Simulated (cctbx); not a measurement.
## A crystallographic session in cctbx: Cd6Ni16As7

Library: cctbx 2025.11. The data are simulated by the first script.

## 1. Simulate the data

run.py:

```python
from cctbx import adptbx, crystal, miller, sgtbx, xray
from cctbx.array_family import flex
from iotbx.shelx import hklf
from scitbx import matrix
import scitbx.random

cs = crystal.symmetry(unit_cell=(11.966, 11.966, 11.966, 90, 90, 90), space_group_symbol='Hall: -F 4 2 3')  # Fm-3m
atoms = [  # label, site, U (iso, or U11 U22 U33 U12 U13 U23 in A^2), occupancy
    ("Cd1", (0, 0, 0.7979), (0.0056, 0.0056, 0.0042, 0.0000, 0.0000, 0.0000), 1),
    ("As1", (0.25, 0.25, 0), (0.0039, 0.0039, 0.0037, -0.0004, 0.0000, 0.0000), 1),
    ("As2", (0.5, 0, 0), (0.0096, 0.0096, 0.0096, 0.0000, -0.0000, 0.0000), 1),
    ("Ni1", (0.8838, 0.8838, 0.6162), (0.0067, 0.0067, 0.0067, 0.0001, -0.0001, -0.0001), 1),
    ("Ni2", (0.1639, 0.1639, 0.8361), (0.0117, 0.0117, 0.0117, 0.0005, -0.0005, -0.0005), 1),
]
xs = xray.structure(crystal_symmetry=cs)
for label, site, u, occ in atoms:
    u = adptbx.u_cif_as_u_star(cs.unit_cell(), u) if isinstance(u, tuple) else u
    xs.add_scatterer(xray.scatterer(label, site=site, u=u, occupancy=occ))
xs.set_inelastic_form_factors(1.54184, "sasaki")
xs.show_summary()
p1 = xs.expand_to_p1()
ms = miller.build_set(p1, anomalous_flag=True, d_min=0.8)
flex.set_random_seed(331358)
scitbx.random.set_random_seed(331358)
ms = ms.select(flex.random_double(ms.size()) < 0.8)
i = ms.structure_factors_from_scatterers(p1, algorithm="direct").f_calc().as_intensity_array().data()
i = i * 70000 / flex.max(i)
sig = flex.sqrt(i + flex.pow2(0.015 * i) + 4 ** 2)
noise = scitbx.random.variate(scitbx.random.normal_distribution())(i.size())
data = ms.array(data=i + sig * noise, sigmas=sig).set_observation_type_xray_intensity()
with open("data.hkl", "w") as f:
    data.export_as_shelx_hklf(f)
print("reflections written:", data.size(), " <I/sigma> = %.1f" % flex.mean(data.data() / data.sigmas()))
for h, a, b in list(data.sort("data"))[:12]:
    print("%4d%4d%4d %9.1f %7.1f" % (h + (a, b)))
```

```console
$ python run.py
```

```text
Number of scatterers: 5
At special positions: 5
Unit cell: (11.966, 11.966, 11.966, 90, 90, 90)
Space group: F m -3 m (No. 225)
reflections written: 11052  <I/sigma> = 6.9
  -4   0   4   72887.2  1082.8
   0   4  -4   70636.0  1082.8
   4   4   0   70621.5  1082.8
   4  -4   0   70605.7  1082.8
   4   0  -4   69763.9  1082.8
   0   4   4   69690.8  1082.8
  -4   4   0   69572.1  1082.8
  -4   0  -4   69485.8  1082.8
   4   0   4   68301.6  1082.8
   0  -4   4   67885.2  1082.8
  -3   3   3   32593.2   512.8
  -3  -3  -3   32486.9   512.8
```

It took 0.49 s on 1 thread of Arm Neoverse N1 (shared host), peak memory 0.07 GiB.

## 2. Refinement (right model, isotropic)

run.py:

```python
import math
from cctbx import adptbx, crystal, maptbx, sgtbx, xray
from cctbx.array_family import flex
from cctbx.xray import observations
from iotbx.shelx import hklf
from scitbx.lstbx import normal_eqns_solving
from smtbx import absolute_structure, utils
from smtbx.refinement import constraints, least_squares

cs = crystal.symmetry(unit_cell=(11.966, 11.966, 11.966, 90, 90, 90), space_group_symbol='Hall: -F 4 2 3')  # Fm-3m
atoms = [  # label, site, U (iso, or U11 U22 U33 U12 U13 U23 in A^2), occupancy
    ("Cd1", (0, 0, 0.7987), 0.0200, 1),
    ("As1", (0.25, 0.25, 0), 0.0200, 1),
    ("As2", (0.5, 0, 0), 0.0200, 1),
    ("Ni1", (0.8848, 0.8848, 0.6152), 0.0200, 1),
    ("Ni2", (0.1661, 0.1661, 0.8339), 0.0200, 1),
]
xs = xray.structure(crystal_symmetry=cs)
for label, site, u, occ in atoms:
    u = adptbx.u_cif_as_u_star(cs.unit_cell(), u) if isinstance(u, tuple) else u
    xs.add_scatterer(xray.scatterer(label, site=site, u=u, occupancy=occ))
xs.set_inelastic_form_factors(1.54184, "sasaki")
raw = hklf.reader(file_name="data.hkl").as_miller_arrays(crystal_symmetry=cs, anomalous=True)[0]
merged = raw.eliminate_sys_absent().merge_equivalents()
fo2 = merged.array().set_observation_type_xray_intensity()
print("Rint %.3f, %d unique reflections to %.2f A" % (merged.r_int(), fo2.size(), fo2.d_min()))
for sc in xs.scatterers():
    sc.flags.set_grad_site(True)
    sc.flags.set_grad_u_aniso(sc.flags.use_u_aniso())
    sc.flags.set_grad_u_iso(sc.flags.use_u_iso())
obs = fo2.as_xray_observations()
extra = {}
rep = constraints.reparametrisation(xs, [], utils.connectivity_table(xs), **extra)
ls = least_squares.crystallographic_ls(obs, rep, weighting_scheme=least_squares.mainstream_shelx_weighting(a=0, b=0))
print("cycle     R1     wR2    GooF  max shift (A)")
for cycle in range(8):
    ls.build_up()
    r1, wr2, goof = ls.r1_factor(cutoff_factor=2)[0], ls.wR2(), ls.goof()
    old = xs.sites_cart()
    normal_eqns_solving.levenberg_marquardt_iterations(ls, n_max_iterations=3, tau=1e-06, step_threshold=1e-7)
    big = flex.max((xs.sites_cart() - old).norms())
    print("%4d %7.4f %7.4f %7.3f %9.5f" % (cycle + 1, r1, wr2, goof, big))
    ls.build_up(objective_only=True)
    if abs(ls.wR2() - wr2) < 5e-5 and big < 5e-4:
        break
ls.build_up()
print("final R1 %.4f wR2 %.4f GooF %.3f  parameters %d  data/parameter %.1f" % (ls.r1_factor(cutoff_factor=2)[0], ls.wR2(), ls.goof(), ls.n_parameters, fo2.size() / ls.n_parameters))
cov = ls.covariance_matrix_and_annotations()
su = dict(zip(cov.annotations, (math.sqrt(max(v, 0)) for v in cov.matrix.matrix_packed_u_diagonal())))
a2 = cs.unit_cell().reciprocal_parameters()[0] ** -2
print("atom        x        y        z      Ueq    occ   su(xyz)  su(Uiso or U11)")
for sc in xs.scatterers():
    s = max(su.get(sc.label + k, 0) for k in (".x", ".y", ".z"))
    npd = "" if sc.is_positive_definite_u(cs.unit_cell()) else "  NPD"
    print("%-5s %8.5f %8.5f %8.5f %8.4f %6.3f %8.5f %7.4f%s" % ((sc.label,) + sc.site + (sc.u_iso_or_equiv(cs.unit_cell()), sc.occupancy, s, su.get(sc.label + ".uiso", su.get(sc.label + ".u11", 0) * a2), npd)))
fo = fo2.f_sq_as_f()
fc = fo.structure_factors_from_scatterers(xs, algorithm="direct").f_calc()
diff = fo.f_obs_minus_f_calc(1 / math.sqrt(ls.scale_factor()), fc).average_bijvoet_mates()
m = diff.fft_map(symmetry_flags=maptbx.use_space_group_symmetry, resolution_factor=0.25).apply_volume_scaling()
print("difference map: max %.2f min %.2f rms %.2f" % (m.statistics().max(), m.statistics().min(), m.statistics().sigma()))
peaks = m.peak_search(parameters=maptbx.peak_search_parameters(min_distance_sym_equiv=0.6, max_clusters=6)).all()
near = xs.closest_distances(peaks.sites(), distance_cutoff=4)
sps = cs.special_position_settings(min_distance_sym_equiv=0.5)
for k, (x, h) in enumerate(zip(peaks.sites(), peaks.heights())):
    ss = sps.site_symmetry(x)
    print("Q%-3d %7.4f %7.4f %7.4f %4d %7.2f  %.2f A from %s" % ((k + 1,) + tuple(t % 1 for t in ss.exact_site()) + (ss.multiplicity(), h, near.smallest_distances[k], xs.scatterers()[near.i_seqs[k]].label)))
```

```console
$ python run.py
```

```text
Rint 0.018, 121 unique reflections to 0.81 A
cycle     R1     wR2    GooF  max shift (A)
   1  0.1192  0.2683  40.663   0.04613
   2  0.0061  0.0160   2.424   0.00000
final R1 0.0061 wR2 0.0160 GooF 2.424  parameters 8  data/parameter 15.1
atom        x        y        z      Ueq    occ   su(xyz)  su(Uiso or U11)
Cd1    0.00000  0.00000  0.79790   0.0052  1.000  0.00002  0.0001
As1    0.25000  0.25000  0.00000   0.0037  1.000  0.00000  0.0001
As2    0.50000  0.00000  0.00000   0.0095  1.000  0.00000  0.0002
Ni1    0.88381  0.88381  0.61619   0.0067  1.000  0.00003  0.0001
Ni2    0.16387  0.16387  0.83613   0.0118  1.000  0.00003  0.0002
difference map: max 0.42 min -0.88 rms 0.08
Q1    0.0000  0.0000  0.2012   24    0.42  0.01 A from Cd1
Q2    0.1918  0.1918  0.1918   32    0.37  0.58 A from Ni2
Q3    0.1368  0.1368  0.1368   32    0.36  0.56 A from Ni2
Q4    0.0000  0.0000  0.1065   24    0.26  1.14 A from Cd1
Q5    0.0000  0.2176  0.2824   48    0.25  0.55 A from As1
Q6    0.0360  0.0360  0.0360   32    0.24  2.08 A from Cd1
```

Time: 0.57 s.

## 3. Refinement (right model, anisotropic)

run.py, as its changes from the last script of this kind:

```diff
@@ -12,5 +12,5 @@
-    ("Cd1", (0, 0, 0.7987), 0.0200, 1),
-    ("As1", (0.25, 0.25, 0), 0.0200, 1),
-    ("As2", (0.5, 0, 0), 0.0200, 1),
-    ("Ni1", (0.8848, 0.8848, 0.6152), 0.0200, 1),
-    ("Ni2", (0.1661, 0.1661, 0.8339), 0.0200, 1),
+    ("Cd1", (0, 0, 0.7979), 0.0052, 1),
+    ("As1", (0.25, 0.25, 0), 0.0037, 1),
+    ("As2", (0.5, 0, 0), 0.0095, 1),
+    ("Ni1", (0.88381, 0.88381, 0.61619), 0.0067, 1),
+    ("Ni2", (0.16387, 0.16387, 0.83613), 0.0118, 1),
@@ -22,0 +23 @@
+xs.convert_to_anisotropic()
```

```console
$ python run.py
```

```text
Rint 0.018, 121 unique reflections to 0.81 A
cycle     R1     wR2    GooF  max shift (A)
   1  0.0062  0.0161   2.490   0.00009
   2  0.0028  0.0061   0.947   0.00000
final R1 0.0028 wR2 0.0061 GooF 0.947  parameters 13  data/parameter 9.3
atom        x        y        z      Ueq    occ   su(xyz)  su(Uiso or U11)
Cd1    0.00000  0.00000  0.79791   0.0051  1.000  0.00001  0.0000
As1    0.25000  0.25000  0.00000   0.0038  1.000  0.00000  0.0001
As2    0.50000  0.00000  0.00000   0.0096  1.000  0.00000  0.0001
Ni1    0.88381  0.88381  0.61619   0.0067  1.000  0.00001  0.0001
Ni2    0.16387  0.16387  0.83613   0.0116  1.000  0.00001  0.0001
difference map: max 0.14 min -0.13 rms 0.03
Q1    0.2095  0.2095  0.2095   32    0.15  0.95 A from Ni2
Q2    0.0858  0.0858  0.0858   32    0.12  1.62 A from Ni2
Q3    0.0000  0.1250  0.3750   48    0.11  1.40 A from Ni1
Q4    0.0000  0.0000  0.4634   24    0.09  0.44 A from As2
Q5    0.0000  0.0574  0.0574   48    0.08  1.86 A from Cd1
Q6    0.0000  0.0760  0.2990   96    0.08  1.47 A from Cd1
```

Time: 0.55 s.

## 4. Refinement

run.py, as its changes from the last script of this kind:

```diff
@@ -15,2 +15 @@
-    ("Ni1", (0.88381, 0.88381, 0.61619), 0.0067, 1),
-    ("Ni2", (0.16387, 0.16387, 0.83613), 0.0118, 1),
+    ("Ni1", (0.16387, 0.16387, 0.83613), 0.0118, 1),
@@ -37 +36 @@
-for cycle in range(8):
+for cycle in range(12):
```

```console
$ python run.py
```

```text
Rint 0.018, 121 unique reflections to 0.81 A
cycle     R1     wR2    GooF  max shift (A)
   1  0.4582  0.7843 119.944   0.02518
   2  0.4223  0.7164 109.560   0.00057
   3  0.4217  0.7163 109.549   0.00043
final R1 0.4217 wR2 0.7163 GooF 109.549  parameters 10  data/parameter 12.1
atom        x        y        z      Ueq    occ   su(xyz)  su(Uiso or U11)
Cd1    0.00000  0.00000  0.79902  -0.0144  1.000  0.00104  0.0072  NPD
As1    0.25000  0.25000  0.00000  -0.0100  1.000  0.00000  0.0101  NPD
As2    0.50000  0.00000  0.00000   0.0002  1.000  0.00000  0.0152
Ni1    0.16270  0.16270  0.83730   0.0085  1.000  0.00312  0.0124  NPD
difference map: max 132.03 min -15.85 rms 10.48
Q1    0.1157  0.1157  0.3843   32  132.26  2.40 A from As2
Q2    0.0000  0.0000  0.2084   24  115.84  0.09 A from Cd1
Q3    0.0000  0.0000  0.5000    4   70.81  0.00 A from As2
Q4    0.0000  0.2500  0.2500   24   70.08  0.00 A from As1
Q5    0.1653  0.1653  0.1653   32   52.11  0.05 A from Ni1
Q6    0.0594  0.0594  0.4406   32   12.02  1.23 A from As2
```

Time: 0.61 s.

This run holds a fault made on purpose: atom left out: Ni1.

## 5. Refinement

run.py, as its changes from the last script of this kind:

```diff
@@ -14,2 +14,3 @@
-    ("As2", (0.5, 0, 0), 0.0095, 1),
-    ("Ni1", (0.16387, 0.16387, 0.83613), 0.0118, 1),
+    ("Ge1", (0.5, 0, 0), 0.0095, 1),
+    ("Ni1", (0.88381, 0.88381, 0.61619), 0.0067, 1),
+    ("Ni2", (0.16387, 0.16387, 0.83613), 0.0118, 1),
```

```console
$ python run.py
```

```text
Rint 0.018, 121 unique reflections to 0.81 A
cycle     R1     wR2    GooF  max shift (A)
   1  0.0101  0.0269   4.167   0.00007
   2  0.0037  0.0089   1.383   0.00000
final R1 0.0037 wR2 0.0089 GooF 1.383  parameters 13  data/parameter 9.3
atom        x        y        z      Ueq    occ   su(xyz)  su(Uiso or U11)
Cd1    0.00000  0.00000  0.79791   0.0051  1.000  0.00001  0.0001
As1    0.25000  0.25000  0.00000   0.0038  1.000  0.00000  0.0001
Ge1    0.50000  0.00000  0.00000   0.0067  1.000  0.00000  0.0001
Ni1    0.88381  0.88381  0.61619   0.0067  1.000  0.00002  0.0001
Ni2    0.16387  0.16387  0.83613   0.0117  1.000  0.00002  0.0001
difference map: max 0.60 min -0.13 rms 0.05
Q1    0.0000  0.0000  0.5000    4    0.60  0.00 A from Ge1
Q2    0.2101  0.2101  0.2101   32    0.16  0.96 A from Ni2
Q3    0.0856  0.0856  0.0856   32    0.13  1.62 A from Ni2
Q4    0.0720  0.0720  0.4280   32    0.11  0.92 A from Ni1
Q5    0.0000  0.1298  0.3702   48    0.10  1.41 A from Ni1
Q6    0.0378  0.0378  0.0378   32    0.09  2.07 A from Cd1
```

Time: 0.53 s.

This run holds a fault made on purpose: wrong element: Ge1 is As.

## 6. Refinement

run.py, as its changes from the last script of this kind:

```diff
@@ -14 +14 @@
-    ("Ge1", (0.5, 0, 0), 0.0095, 1),
+    ("As2", (0.5, 0, 0), 0.0095, 1),
@@ -22 +22 @@
-xs.set_inelastic_form_factors(1.54184, "sasaki")
+# no anomalous dispersion
```

```console
$ python run.py
```

```text
Rint 0.018, 121 unique reflections to 0.81 A
cycle     R1     wR2    GooF  max shift (A)
   1  0.1019  0.2460  38.134   0.00293
   2  0.0261  0.0663  10.280   0.00005
final R1 0.0261 wR2 0.0663 GooF 10.279  parameters 13  data/parameter 9.3
atom        x        y        z      Ueq    occ   su(xyz)  su(Uiso or U11)
Cd1    0.00000  0.00000  0.79791   0.0027  1.000  0.00010  0.0005
As1    0.25000  0.25000  0.00000   0.0053  1.000  0.00000  0.0007
As2    0.50000  0.00000  0.00000   0.0116  1.000  0.00000  0.0010
Ni1    0.88383  0.88383  0.61617   0.0191  1.000  0.00013  0.0007
Ni2    0.16373  0.16373  0.83627   0.0244  1.000  0.00014  0.0007
difference map: max 1.41 min -1.81 rms 0.35
Q1    0.0000  0.0000  0.1761   24    1.42  0.31 A from Cd1
Q2    0.0000  0.0000  0.0000    4    0.81  2.42 A from Cd1
Q3    0.0000  0.0000  0.3566   24    0.73  1.72 A from As2
Q4    0.0000  0.0000  0.4343   24    0.63  0.79 A from As2
Q5    0.1292  0.1292  0.2423   96    0.55  1.11 A from Ni2
Q6    0.0000  0.0657  0.2948   96    0.51  1.36 A from Cd1
```

It took 0.56 s on 1 thread of Arm Neoverse N1 (shared host), peak memory 0.09 GiB.

This run holds a fault made on purpose: anomalous dispersion left out.

[Logs are printed without paths, hosts, clocks, repeated set-up lines and the standing remarks that a program may print on its own settings, such as how far it seeks lower states.]
